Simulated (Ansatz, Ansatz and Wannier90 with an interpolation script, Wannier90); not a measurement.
Planning a run of Ansatz 0.2.0 on GaN (P6_3mc). The input:

```yaml
crystal:
  lattice:
    - [3.18, 0.0, 0.0]
    - [-1.59, 2.75396078, 0.0]
    - [0.0, 0.0, 5.166]
  atoms:
    - { symbol: Ga, position: [0.33333333, 0.66666667, 0.0] }
    - { symbol: Ga, position: [0.66666667, 0.33333333, 0.5] }
    - { symbol: "N", position: [0.33333333, 0.66666667, 0.375] }
    - { symbol: "N", position: [0.66666667, 0.33333333, 0.875] }
kpoints:
  mp_grid: { grid: [9, 9, 4] }
hamiltonian:
  xc: lda
scf:
  occupations: { method: fixed }
gw:
  n_empty_bands: 188
  ecut_chi: 150.0
  qp_bands: [v6, c2]
  screening: { model: contour_deformation }
```

The database entry behind the starting cell differs from later determinations by our own check (about 0.3 % short, ideal inner coordinate), so it need not match the best structure at ambient conditions.

```sh
ansatz run input.yaml --threads 8 --pin off --max-ram 18432MiB --backend cpu --events-out ev --progress --plain --runs-dir out
```

Q: How long will it take on 8 threads of Arm Neoverse V1, shared host, and how much memory?

It took 7.3 min; on shared hardware allow 3.6 min to 15 min. Peak host memory was 1.2 GiB. The sizes that set the cost: 881 plane waves a state, 36 irreducible k points, 206 bands summed, 197 plane waves in the screening and 6 SCF cycles.

The screening grows as filled bands × empty bands × pairs of k points, times the square of the screening basis for the matrix.

[Paths, hosts, dates, memory and timing lines, banners, echoed tables and standing remarks are left out of the program output.]

[Logs are printed without paths, hosts, clocks, repeated set-up lines and the standing remarks that a program may print on its own settings, such as how far it seeks lower states.]

[Runs of the session that timed out or met a known fault of the program may be left out.]

[Hosts, paths, dates, database ids (printed as entryN), source tags and the programs' standing remarks are cut or masked in the printed files.]
